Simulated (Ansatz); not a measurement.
# SrLiCO3F (built on the sites of a database entry of RbSrCO3F): following an unstable mode, part 3 of 3

Which phase does SrLiCO3F (built on the sites of a database entry of RbSrCO3F) fall into along its unstable mode, and how much energy does it gain?

Ansatz 0.2.0; DFT LDA, scalar-relativistic, plane waves, PAW.

So far. Step 4 (The mode frozen in, largest atomic shift 0.6 Å): The run ends at a pressure of -0.39 GPa, with forces up to 0.89 eV/Å. Step 5 (Energy along the mode, all amplitudes (two of the runs …): The lowest of the steps tried is the last one, at 0.6 Å, 54.6 meV/atom below the parent; the bottom of the well need not coincide with a step.

The structure was built from a prototype and need not be the compound's stable phase.

### Step 6. Relaxing from the distorted cell (continued)

Relaxation path (22 of 25):

```
step  energy less that of the first step (eV)  largest force component (eV/Å)  pressure (GPa)  volume (Å³)
   1                                   0.0000                          0.8916           -0.39       199.54
   2                                  -0.3651                          0.9131           -1.87       207.01
   3                                  -0.7722                          0.6626           -1.64       207.68
   4                                  -0.9983                          0.3962           -0.41       205.70
   6                                  -1.0407                          0.0764            0.18       208.23
   7                                  -1.0406                          0.1278           -0.07       208.74
   8                                  -1.0407                          0.1092           -0.11       208.97
   9                                  -1.0418                          0.0528           -0.01       208.86
  10                                  -1.0426                          0.0410            0.04       208.74
  11                                  -1.0432                          0.0108            0.01       208.64
  12                                  -1.0436                          0.0052            0.02       208.56
  14                                  -1.0435                          0.0042            0.00       208.59
  15                                  -1.0435                          0.0009            0.00       208.59
 16*                                  -1.0950                          0.0043            0.38       208.59
  17                                  -1.0906                          0.0189            0.09       210.06
  18                                  -1.0893                          0.0268            0.00       210.37
  19                                  -1.0893                          0.0219            0.00       210.37
  20                                  -1.0886                          0.0414           -0.04       210.49
 22*                                  -1.0977                          0.0022            0.03       210.37
  23                                  -1.0972                          0.0021            0.00       210.50
  24                                  -1.0972                          0.0011            0.00       210.51
 25*                                  -1.0977                          0.0011            0.00       210.51
```

Relaxation steps marked * repeat the geometry before them on a plane-wave basis chosen anew for their cell, so energy and pressure can jump there. Other such steps can lie between the rows shown. Relaxation step 20 was tried and not accepted.

The run keeps the 4 symmetry operations that it works with, so distortions that break them were not tested.

| cell as run | before | after | change |
| --- | --- | --- | --- |
| a (Å) | 4.483 | 4.572 | +2.0 % |
| b (Å) | 5.070 | 5.144 | +1.5 % |
| c (Å) | 8.781 | 8.951 | +1.9 % |
| volume (Å³/atom) | 14.25 | 15.04 | +5.5 % |

The atoms that moved most (Å, as changes of fractional coordinates times the final cell):

```
atom      dx      dy      dz  length
 Li1   0.000  -0.088  -0.815   0.820
 Li2   0.000  -0.088   0.815   0.820
 F13   0.000   0.108  -0.133   0.171
 F14   0.000   0.108   0.133   0.171
 O11   0.021   0.017   0.150   0.152
  O9  -0.021   0.017   0.150   0.152
 O10  -0.021   0.017  -0.150   0.152
 O12   0.021   0.017  -0.150   0.152
```

The relaxed structure:

```
Li Sr C O F
1.0
     0.00000    0.00000    4.57235
     5.14354    0.00000    0.00000
     0.00000    8.95113    0.00000
Li Sr C O F
2 2 2 6 2
Direct
  0.68783 0.00000 0.32349
  0.31217 0.50000 0.82349
  0.46908 0.50000 0.16718
  0.53092 0.00000 0.66718
  0.46224 0.00000 0.99901
  0.53776 0.50000 0.49901
  0.50228 0.00000 0.14095
  0.49772 0.50000 0.64095
  0.55547 0.71585 0.42865
  0.44453 0.21585 0.92865
  0.55547 0.28415 0.42865
  0.44453 0.78415 0.92865
  0.97049 0.50000 0.17874
  0.02951 0.00000 0.67874
```

This step gave:

```yaml
pressure: -1.17e-4 GPa
gap_on_the_k_mesh: 4.586 eV
volume_per_atom: 15.04 Å³
```

The distorted start has space group Pmn2_1; the relaxation ends in Pmn2_1.

### Step 7. What came out

- unstable mode of the parent: q = (0, -0.5, 0), 282i cm⁻¹
- depth at the lowest point sampled: 54.6 meV/atom
- largest atomic shift at that point: 0.6 Å
- space group reached (within 0.01 Å): Pmn2_1
- energy gained over the parent (first relaxation, on the mesh of the frozen mode): 133 meV/atom
- volume per atom, phase reached: 15.0 Å³
- gap on the k-mesh, phase reached: 4.59 eV

**Reading.** Along this mode the structure falls into Pmn2_1, 133 meV/atom below the parent. At the parent's cell the well is 54.55 meV/atom deep on the steps tried, with its lowest point at a shift of 0.6 Å. That is the last step tried, so the steps alone don't bracket the bottom of the well. Relaxing atoms and cell changes the gain by +78.40 meV/atom against the lowest step (energies at zero smearing). The modes of the phase reached were not computed on this path. Of the 2 patterns followed to their end from this parent, this one ends 8.74 meV/atom above the lowest, P3m1. Each path keeps the symmetry of its pattern, so a lower phase may lie along a pattern not tried. The q mesh stands for a supercell only 9.0 Å across, so branches between the solved wavevectors are rough. The program warns that the interpolation holds no quadrupole term, so branches close to Γ can be off in this crystal. The starting cell was built on a prototype and not taken from a measurement, so the phase need not exist.

[Logs are printed without paths, hosts, clocks, repeated set-up lines and the standing remarks that a program may print on its own settings, such as how far it seeks lower states.]

[Hosts, paths, dates, database ids (printed as entryN), source tags and the programs' standing remarks are cut or masked in the printed files.]
